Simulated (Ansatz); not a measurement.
Mg (P6_3/mmc): the Drude term of Re ε in the infrared

Re ε of Mg (P6_3/mmc) along x at low photon energies is read from one computed spectrum; the carriers' damping was typed as γ = 0.1 eV. x, y and z are the Cartesian axes of the input cell.

It takes space group P6_3/mmc (No. 194, hexagonal). The conventional cell has a = 3.209 Å, b = 3.209 Å, c = 5.210 Å, α = 90.00°, β = 90.00°, γ = 120.00°. Mg on site c has 12 Mg at 3.20 to 3.21 Å as nearest neighbours.

Method: Ansatz 0.2.0, PBE, independent particles, k-mesh 12×12×7 with interpolation inside its cells, Gaussian parameter 0.1 eV.

Launch of the response step: `ansatz run input.yaml --threads 4 --pin off --max-ram 8192MiB --backend cpu --events-out ev --progress --plain --runs-dir out`. The run took 39 s, on 4 threads of Intel(R) Xeon(R) Platinum 8488C (Sapphire Rapids) (shared host).

```
photon energy E (eV)  wavelength (µm)    Re ε
                0.25             4.96  -738.1
                0.30             4.13  -506.6
                0.35             3.54  -353.2
                0.40             3.10  -243.3
                0.50             2.48   -75.9
                0.60             2.07       ?
                0.70             1.77   -72.7
```

A Drude term over a constant background gives Re ε = ε_b − ωp²/(E² + γ²), linear in 1/(E² + γ²).

Working, on the rows shown:

| x = 1/(E² + γ²) (eV⁻²) | y = Re ε |
| --- | --- |
| 13.7931 | -738.1 |
| 10 | -506.6 |
| 7.54717 | -353.2 |
| 5.88235 | -243.3 |
| 3.84615 | -75.9 |
| 2 | -72.7 |

Means: x̄ = 7.1781, ȳ = -331.63. Σ(x − x̄)(y − ȳ) = -5498, Σ(x − x̄)² = 91.45. Slope = -5498 / 91.45 = -60.12; intercept = ȳ − slope · x̄ = 99.897. The line misses the rows shown by at most 55.

Fill in the last column of the withheld row.

At x = 2.7027 the line gives y = -62.582. The run gave 39.8, so the interpolation is off by 100, 13 % of the range in the table.

Refitted with all rows, the slope is -63.73 and the intercept 138.17. These give ωp = √(−slope) = 7.98 eV, against 7.57 eV from the program's Fermi-surface sum, and an intercept of 138.2. Taking the program's Drude term off the rows leaves 53 at the lowest energy and 42 at the highest, so the background isn't constant: interband transitions lie in or near the window, and neither fitted number can be trusted. The values come from a sum over the points of one k-mesh and carry its error, which is largest for Fermi-surface quantities.

[Logs are printed without paths, hosts, clocks, repeated set-up lines and the standing remarks that a program may print on its own settings, such as how far it seeks lower states.]
